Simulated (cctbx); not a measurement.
# RbHoSn with cctbx, script by script

Library: cctbx 2025.11. The data are simulated by the first script.

## 1. Simulate the data

run.py:

```python
from cctbx import adptbx, crystal, miller, sgtbx, xray
from cctbx.array_family import flex
from iotbx.shelx import hklf
from scitbx import matrix
import scitbx.random

cs = crystal.symmetry(unit_cell=(5.727, 5.727, 9.067, 90, 90, 120), space_group_symbol='Hall: -P 6c 2c')  # P6_3/mmc
atoms = [  # label, site, U (iso, or U11 U22 U33 U12 U13 U23 in A^2), occupancy
    ("Ho1", (0, 0, 0), 0.0038, 1),
    ("Sn1", (1/3, 2/3, 0.25), 0.0056, 1),
    ("Rb1", (1/3, 2/3, 0.75), 0.0060, 1),
]
xs = xray.structure(crystal_symmetry=cs)
for label, site, u, occ in atoms:
    u = adptbx.u_cif_as_u_star(cs.unit_cell(), u) if isinstance(u, tuple) else u
    xs.add_scatterer(xray.scatterer(label, site=site, u=u, occupancy=occ))
xs.set_inelastic_form_factors(0.71073, "sasaki")
xs.show_summary()
p1 = xs.expand_to_p1()
ms = miller.build_set(p1, anomalous_flag=True, d_min=0.65)
flex.set_random_seed(572887)
scitbx.random.set_random_seed(572887)
ms = ms.select(flex.random_double(ms.size()) < 0.95)
i = ms.structure_factors_from_scatterers(p1, algorithm="direct").f_calc().as_intensity_array().data()
i = i / flex.sqrt(1 + 0.3 * i / flex.max(i))  # extinction
i = i * 5000 / flex.max(i)
sig = flex.sqrt(i + flex.pow2(0.04 * i) + 4 ** 2)
noise = scitbx.random.variate(scitbx.random.normal_distribution())(i.size())
data = ms.array(data=i + sig * noise, sigmas=sig).set_observation_type_xray_intensity()
with open("data.hkl", "w") as f:
    data.export_as_shelx_hklf(f)
print("reflections written:", data.size(), " <I/sigma> = %.1f" % flex.mean(data.data() / data.sigmas()))
for h, a, b in list(data.sort("data"))[:12]:
    print("%4d%4d%4d %9.1f %7.1f" % (h + (a, b)))
```

```console
$ python run.py
```

```text
Number of scatterers: 3
At special positions: 3
Unit cell: (5.727, 5.727, 9.067, 90, 90, 120)
Space group: P 63/m m c (No. 194)
reflections written: 3773  <I/sigma> = 6.8
   1   1   0    5042.1   212.2
   2  -1   0    5019.8   212.2
  -1   2   0    5009.1   212.2
  -1  -1   0    5008.6   212.2
   1  -2   0    4778.8   212.2
  -2   1   0    4679.8   212.2
   0   0   4    4668.9   188.5
  -1  -1  -4    4119.9   159.8
   0   0  -4    4041.2   188.5
   1  -2  -4    3807.8   159.8
   2  -1   4    3768.1   159.8
  -1  -1   4    3767.1   159.8
```

Run time: 0.3 s on 1 thread of Arm Neoverse V2, on a shared host, peak memory 0.07 GiB.

## 2. Symmetry

run.py:

```python
from cctbx import crystal, sgtbx, statistics
from cctbx.array_family import flex
from iotbx.shelx import hklf

p1 = crystal.symmetry(unit_cell=(5.727, 5.727, 9.067, 90, 90, 120), space_group_symbol="P 1")
raw = hklf.reader(file_name="data.hkl").as_miller_arrays(crystal_symmetry=p1, anomalous=True)[0]
print(raw.size(), "reflections to d = %.3f A" % raw.d_min())
isig = raw.data() / raw.sigmas()
print("centring   violations  <I/sigma> of those")
best = "P"
for c in "ABCIRF":
    a = raw.customized_copy(space_group_info=sgtbx.space_group_info("Hall: %s 1" % c)).sys_absent_flags().data()
    m = flex.mean(isig.select(a))
    print("%5s %10d of %5d %8.1f" % (c, (isig.select(a) > 4).count(True), a.count(True), m))
    if (isig.select(a) > 4).count(True) < 0.01 * a.count(True):
        best = c
raw = raw.select(~raw.customized_copy(space_group_info=sgtbx.space_group_info("Hall: %s 1" % best)).sys_absent_flags().data())
isig = raw.data() / raw.sigmas()
rows = []
for s in sgtbx.space_group_symbol_iterator():
    g = sgtbx.space_group(s)
    if g.conventional_centring_type_symbol() != best or not g.is_compatible_unit_cell(p1.unit_cell(), 1e-3, 0.02):
        continue
    rows.append((s, g))
print("Laue class    unique    Rint  (classes that these axes allow; Friedel mates merged)")
rint = {}
for s, g in rows:
    laue = g.build_derived_patterson_group()
    key = laue.type().hall_symbol()
    if key not in rint:
        m = raw.customized_copy(space_group_info=laue.info(), anomalous_flag=False).merge_equivalents()
        rint[key] = m.r_int()
        print("%-14s %6d %7.3f" % (laue.type().lookup_symbol(), m.array().size(), m.r_int()))
floor = min(rint.values())
good = [(s, g) for s, g in rows if rint[g.build_derived_patterson_group().type().hall_symbol()] < 2 * floor + 0.03]
top = max(g.build_derived_patterson_group().order_z() for s, g in good)
print("space group    extra absences  I>4sigma  <I/sigma>")
for s, g in good:
    laue = g.build_derived_patterson_group()
    if laue.order_z() != top:
        continue
    a = raw.customized_copy(space_group_info=g.info()).sys_absent_flags().data()
    a &= ~raw.customized_copy(space_group_info=laue.info()).sys_absent_flags().data()
    bad = (isig.select(a) > 4).count(True)
    if bad <= 0.03 * a.count(True):
        print("%-16s %8d %10d %9s  %s" % (s.universal_hermann_mauguin(), a.count(True), bad, "%.1f" % flex.mean(isig.select(a)) if a.count(True) else "-", "centric" if g.is_centric() else "acentric"))
laue = max(good, key=lambda t: t[1].build_derived_patterson_group().order_z())[1].build_derived_patterson_group()
f = raw.customized_copy(space_group_info=laue.info(), anomalous_flag=False).merge_equivalents().array().eliminate_sys_absent().f_sq_as_f()
f.set_observation_type_xray_amplitude()
bins = max(3, min(8, f.size() // 12))
f.setup_binner(n_bins=bins)
w = statistics.wilson_plot(f, {e: n / laue.order_z() for e, n in {'Ho': 2.0, 'Sn': 2.0, 'Rb': 2.0}.items()}, e_statistics=True)
print("Wilson B = %.2f A^2   <|E^2-1|> = %.3f (0.968 centric, 0.736 acentric)   E^2>4: %.1f %%" % (w.wilson_b, w.mean_e_sq_minus_1, w.percent_e_sq_gt_2))
print("shell (A)         n   <I/sigma>")
m = raw.customized_copy(space_group_info=laue.info(), anomalous_flag=False).merge_equivalents().array().eliminate_sys_absent()
for b in m.setup_binner(n_bins=bins).range_used():
    sel = m.binner().selection(b)
    print("%5.2f - %4.2f %6d %8.1f" % (min(m.binner().bin_d_range(b)[0] if m.binner().bin_d_range(b)[0] > 0 else 99, 99), m.binner().bin_d_range(b)[1], sel.count(True), flex.mean((m.data() / m.sigmas()).select(sel))))
```

```console
$ python run.py
```

```text
3773 reflections to d = 0.650 A
centring   violations  <I/sigma> of those
    A        844 of  1880      6.7
    B        835 of  1868      6.7
    C        841 of  1882      6.7
    I        845 of  1885      6.7
    R       1131 of  2538      6.7
    F       1260 of  2815      6.7
Laue class    unique    Rint  (classes that these axes allow; Friedel mates merged)
P -1             1982   0.035
P 1 1 2/m        1054   0.043
P -3              672   0.046
P -3 1 m          388   0.048
P -3 m 1          420   0.048
P 6/m             360   0.048
P 6/m m m         248   0.049
space group    extra absences  I>4sigma  <I/sigma>
P 6 2 2                 0          0         -  acentric
P 63 2 2               13          0       0.4  acentric
P 6 m m                 0          0         -  acentric
P 63 m c              248          0      -0.0  acentric
P -6 m 2                0          0         -  acentric
P -6 2 m                0          0         -  acentric
P -6 2 c              248          0      -0.0  acentric
P 6/m m m               0          0         -  centric
P 63/m m c            248          0      -0.0  centric
Wilson B = 0.41 A^2   <|E^2-1|> = 1.054 (0.968 centric, 0.736 acentric)   E^2>4: 1.8 %
shell (A)         n   <I/sigma>
 9.07 - 1.30     43     25.5
 1.30 - 1.03     31     24.6
 1.03 - 0.90     32     24.4
 0.90 - 0.82     28     23.5
 0.82 - 0.76     28     24.1
 0.76 - 0.72     27     28.1
 0.72 - 0.68     32     18.1
 0.68 - 0.65     27     24.1
```

Time: 0.33 s.

## 3. Charge flipping

run.py:

```python
import itertools
from cctbx import crystal, maptbx
from cctbx.array_family import flex
from iotbx.shelx import hklf
from smtbx.ab_initio import charge_flipping as cf

cs = crystal.symmetry(unit_cell=(5.727, 5.727, 9.067, 90, 90, 120), space_group_symbol='Hall: -P 6c 2c')  # P6_3/mmc
raw = hklf.reader(file_name="data.hkl").as_miller_arrays(crystal_symmetry=cs, anomalous=True)[0]
merged = raw.eliminate_sys_absent().merge_equivalents()
fo2 = merged.array().set_observation_type_xray_intensity()
f = fo2.average_bijvoet_mates().f_sq_as_f().resolution_filter(d_min=0.8)
p1 = f.expand_to_p1()
work = p1
flex.set_random_seed(78498)
it = cf.weak_reflection_improved_iterator(delta=None, weak_reflection_fraction=0.1)
it.start(work, phases=flex.random_double(p1.size()) * 6.2832, f_000=0)
it.delta = 1.1 * it.rho_map.sigma()
print("cycle      R  skewness")
for n, st in enumerate(itertools.islice(it, 300)):
    if n % 25 == 0:
        print("%5d %6.3f %8.2f" % (n, st.r1_factor(), st.rho_map.skewness()))
rho = p1.phase_transfer(it.f_calc).fft_map().apply_volume_scaling()
polish = cf.low_density_elimination_iterator(constant_rho_c=rho.sigma())
polish.start(f_obs=p1, phases=it.f_calc, f_000=0)
for _ in range(8):
    next(polish)
print("origin shift          correlation  skewness")
maps = []
for fc, shift, cc in itertools.islice(cf.f_calc_symmetrisations(f, polish.f_calc, 0), 4):
    m = f.phase_transfer(fc).fft_map(symmetry_flags=maptbx.use_space_group_symmetry, resolution_factor=0.25).apply_sigma_scaling()
    maps.append((m.skewness(), cc, m))
    print("%6.3f %6.3f %6.3f %10.3f %9.2f" % (tuple(shift) + (cc, m.skewness())))
skew, cc, m = max((t for t in maps if t[1] > maps[0][1] - 0.04), key=lambda t: t[0])
print("taken: symmetry correlation %.3f, skewness %.2f" % (cc, skew))
peaks = m.peak_search(parameters=maptbx.peak_search_parameters(min_distance_sym_equiv=0.9, max_clusters=8)).all()
sps = cs.special_position_settings(min_distance_sym_equiv=0.5)
print("peak      x       y       z  mult  height/sigma")
for k, (x, h) in enumerate(zip(peaks.sites(), peaks.heights())):
    ss = sps.site_symmetry(x)
    print("Q%-3d %7.4f %7.4f %7.4f %4d %8.1f" % ((k + 1,) + tuple(t % 1 for t in ss.exact_site()) + (ss.multiplicity(), h)))
```

```console
$ python run.py
```

```text
cycle      R  skewness
    0  0.554     0.31
   25  0.302     5.47
   50  0.321     5.19
   75  0.323     5.28
  100  0.323     5.24
  125  0.282     5.27
  150  0.278     5.38
  175  0.267     5.21
  200  0.261     5.07
  225  0.264     5.24
  250  0.256     5.12
  275  0.265     5.05
origin shift          correlation  skewness
 0.699  0.492  0.388      0.888      9.11
 0.024  0.174  0.380      0.880      7.15
 0.640  0.361  0.150      0.871      2.13
 0.380  0.840  0.253      0.784      2.97
taken: symmetry correlation 0.888, skewness 9.11
peak      x       y       z  mult  height/sigma
Q1    0.0000  0.0000  0.0000    2     22.7
Q2    0.3333  0.6667  0.7500    2     14.2
Q3    0.3333  0.6667  0.2500    2     13.7
Q4    0.3333  0.6667  0.0361    4      1.3
Q5    0.2263  0.4526  0.6982   12      1.2
Q6    0.0895  0.1790  0.0865   12      1.1
Q7    0.2211  0.4423  0.2002   12      0.9
Q8    0.1354  0.2707  0.2500    6      0.8
```

Time: 0.62 s.

## 4. Refinement (model from the peaks)

run.py:

```python
import math
from cctbx import adptbx, crystal, maptbx, sgtbx, xray
from cctbx.array_family import flex
from cctbx.xray import observations
from iotbx.shelx import hklf
from scitbx.lstbx import normal_eqns_solving
from smtbx import absolute_structure, utils
from smtbx.refinement import constraints, least_squares

cs = crystal.symmetry(unit_cell=(5.727, 5.727, 9.067, 90, 90, 120), space_group_symbol='Hall: -P 6c 2c')  # P6_3/mmc
atoms = [  # label, site, U (iso, or U11 U22 U33 U12 U13 U23 in A^2), occupancy
    ("Ho1", (0, 0, 0), 0.0200, 1),
    ("Sn1", (0.3333, 0.6667, 0.75), 0.0200, 1),
    ("Rb1", (0.3333, 0.6667, 0.25), 0.0200, 1),
]
xs = xray.structure(crystal_symmetry=cs)
for label, site, u, occ in atoms:
    u = adptbx.u_cif_as_u_star(cs.unit_cell(), u) if isinstance(u, tuple) else u
    xs.add_scatterer(xray.scatterer(label, site=site, u=u, occupancy=occ))
xs.set_inelastic_form_factors(0.71073, "sasaki")
raw = hklf.reader(file_name="data.hkl").as_miller_arrays(crystal_symmetry=cs, anomalous=True)[0]
merged = raw.eliminate_sys_absent().merge_equivalents()
fo2 = merged.array().set_observation_type_xray_intensity()
print("Rint %.3f, %d unique reflections to %.2f A" % (merged.r_int(), fo2.size(), fo2.d_min()))
for sc in xs.scatterers():
    sc.flags.set_grad_site(True)
    sc.flags.set_grad_u_aniso(sc.flags.use_u_aniso())
    sc.flags.set_grad_u_iso(sc.flags.use_u_iso())
obs = fo2.as_xray_observations()
extra = {}
rep = constraints.reparametrisation(xs, [], utils.connectivity_table(xs), **extra)
ls = least_squares.crystallographic_ls(obs, rep, weighting_scheme=least_squares.mainstream_shelx_weighting(a=0, b=0))
print("cycle     R1     wR2    GooF  max shift (A)")
for cycle in range(6):
    ls.build_up()
    r1, wr2, goof = ls.r1_factor(cutoff_factor=2)[0], ls.wR2(), ls.goof()
    old = xs.sites_cart()
    normal_eqns_solving.levenberg_marquardt_iterations(ls, n_max_iterations=3, tau=0.0001, step_threshold=1e-7)
    big = flex.max((xs.sites_cart() - old).norms())
    print("%4d %7.4f %7.4f %7.3f %9.5f" % (cycle + 1, r1, wr2, goof, big))
    ls.build_up(objective_only=True)
    if abs(ls.wR2() - wr2) < 5e-5 and big < 5e-4:
        break
ls.build_up()
print("final R1 %.4f wR2 %.4f GooF %.3f  parameters %d  data/parameter %.1f" % (ls.r1_factor(cutoff_factor=2)[0], ls.wR2(), ls.goof(), ls.n_parameters, fo2.size() / ls.n_parameters))
cov = ls.covariance_matrix_and_annotations()
su = dict(zip(cov.annotations, (math.sqrt(max(v, 0)) for v in cov.matrix.matrix_packed_u_diagonal())))
a2 = cs.unit_cell().reciprocal_parameters()[0] ** -2
print("atom        x        y        z      Ueq    occ   su(xyz)  su(Uiso or U11)")
for sc in xs.scatterers():
    s = max(su.get(sc.label + k, 0) for k in (".x", ".y", ".z"))
    npd = "" if sc.is_positive_definite_u(cs.unit_cell()) else "  NPD"
    print("%-5s %8.5f %8.5f %8.5f %8.4f %6.3f %8.5f %7.4f%s" % ((sc.label,) + sc.site + (sc.u_iso_or_equiv(cs.unit_cell()), sc.occupancy, s, su.get(sc.label + ".uiso", su.get(sc.label + ".u11", 0) * a2), npd)))
fo = fo2.f_sq_as_f()
fc = fo.structure_factors_from_scatterers(xs, algorithm="direct").f_calc()
diff = fo.f_obs_minus_f_calc(1 / math.sqrt(ls.scale_factor()), fc).average_bijvoet_mates()
m = diff.fft_map(symmetry_flags=maptbx.use_space_group_symmetry, resolution_factor=0.25).apply_volume_scaling()
print("difference map: max %.2f min %.2f rms %.2f" % (m.statistics().max(), m.statistics().min(), m.statistics().sigma()))
peaks = m.peak_search(parameters=maptbx.peak_search_parameters(min_distance_sym_equiv=0.6, max_clusters=5)).all()
near = xs.closest_distances(peaks.sites(), distance_cutoff=4)
sps = cs.special_position_settings(min_distance_sym_equiv=0.5)
for k, (x, h) in enumerate(zip(peaks.sites(), peaks.heights())):
    ss = sps.site_symmetry(x)
    print("Q%-3d %7.4f %7.4f %7.4f %4d %7.2f  %.2f A from %s" % ((k + 1,) + tuple(t % 1 for t in ss.exact_site()) + (ss.multiplicity(), h, near.smallest_distances[k], xs.scatterers()[near.i_seqs[k]].label)))
```

```console
$ python run.py
```

```text
Rint 0.048, 220 unique reflections to 0.65 A
cycle     R1     wR2    GooF  max shift (A)
   1  0.1887  0.3936  15.484   0.00000
   2  0.0159  0.0290   1.140   0.00000
final R1 0.0159 wR2 0.0290 GooF 1.140  parameters 3  data/parameter 73.3
atom        x        y        z      Ueq    occ   su(xyz)  su(Uiso or U11)
Ho1    0.00000  0.00000  0.00000   0.0032  1.000  0.00000  0.0001
Sn1    0.33333  0.66667  0.75000   0.0050  1.000  0.00000  0.0001
Rb1    0.33333  0.66667  0.25000   0.0057  1.000  0.00000  0.0001
difference map: max 0.55 min -3.31 rms 0.23
Q1    0.1498  0.4769  0.5959   24    0.57  1.76 A from Sn1
Q2    0.1315  0.2630  0.2500    6    0.54  2.00 A from Rb1
Q3    0.0126  0.3422  0.1421   24    0.47  2.09 A from Rb1
Q4    0.1244  0.2488  0.7500    6    0.44  2.07 A from Sn1
Q5    0.0926  0.1853  0.6171   12    0.43  1.40 A from Ho1
```

Time: 0.51 s.

## 5. Refinement (anisotropic displacement)

run.py, as its changes from the last script of this kind:

```diff
@@ -12,3 +12,3 @@
-    ("Ho1", (0, 0, 0), 0.0200, 1),
-    ("Sn1", (0.3333, 0.6667, 0.75), 0.0200, 1),
-    ("Rb1", (0.3333, 0.6667, 0.25), 0.0200, 1),
+    ("Ho1", (0, 0, 0), 0.0032, 1),
+    ("Sn1", (1/3, 2/3, 0.75), 0.0050, 1),
+    ("Rb1", (1/3, 2/3, 0.25), 0.0057, 1),
@@ -20,0 +21 @@
+xs.convert_to_anisotropic()
@@ -34 +35 @@
-for cycle in range(6):
+for cycle in range(8):
@@ -38 +39 @@
-    normal_eqns_solving.levenberg_marquardt_iterations(ls, n_max_iterations=3, tau=0.0001, step_threshold=1e-7)
+    normal_eqns_solving.levenberg_marquardt_iterations(ls, n_max_iterations=3, tau=1e-06, step_threshold=1e-7)
@@ -59 +60 @@
-peaks = m.peak_search(parameters=maptbx.peak_search_parameters(min_distance_sym_equiv=0.6, max_clusters=5)).all()
+peaks = m.peak_search(parameters=maptbx.peak_search_parameters(min_distance_sym_equiv=0.6, max_clusters=6)).all()
```

```console
$ python run.py
```

```text
Rint 0.048, 220 unique reflections to 0.65 A
cycle     R1     wR2    GooF  max shift (A)
   1  0.0159  0.0290   1.149   0.00000
   2  0.0158  0.0289   1.146   0.00000
final R1 0.0158 wR2 0.0289 GooF 1.146  parameters 6  data/parameter 36.7
atom        x        y        z      Ueq    occ   su(xyz)  su(Uiso or U11)
Ho1    0.00000  0.00000  0.00000   0.0032  1.000  0.00000  0.0001
Sn1    0.33333  0.66667  0.75000   0.0050  1.000  0.00000  0.0001
Rb1    0.33333  0.66667  0.25000   0.0057  1.000  0.00000  0.0002
difference map: max 0.56 min -3.33 rms 0.23
Q1    0.1491  0.4768  0.5955   24    0.57  1.76 A from Sn1
Q2    0.1313  0.2626  0.2500    6    0.54  2.00 A from Rb1
Q3    0.0113  0.3430  0.1414   24    0.47  2.09 A from Rb1
Q4    0.1256  0.2513  0.7500    6    0.44  2.06 A from Sn1
Q5    0.0928  0.1856  0.6173   12    0.43  1.41 A from Ho1
Q6    0.0000  0.5000  0.0000    6    0.41  2.81 A from Sn1
```

Run time: 0.47 s on 1 thread of Arm Neoverse V2, with other jobs on the host, peak memory 0.09 GiB.

[Logs are printed without paths, hosts, clocks, repeated set-up lines and the standing remarks that a program may print on its own settings, such as how far it seeks lower states.]
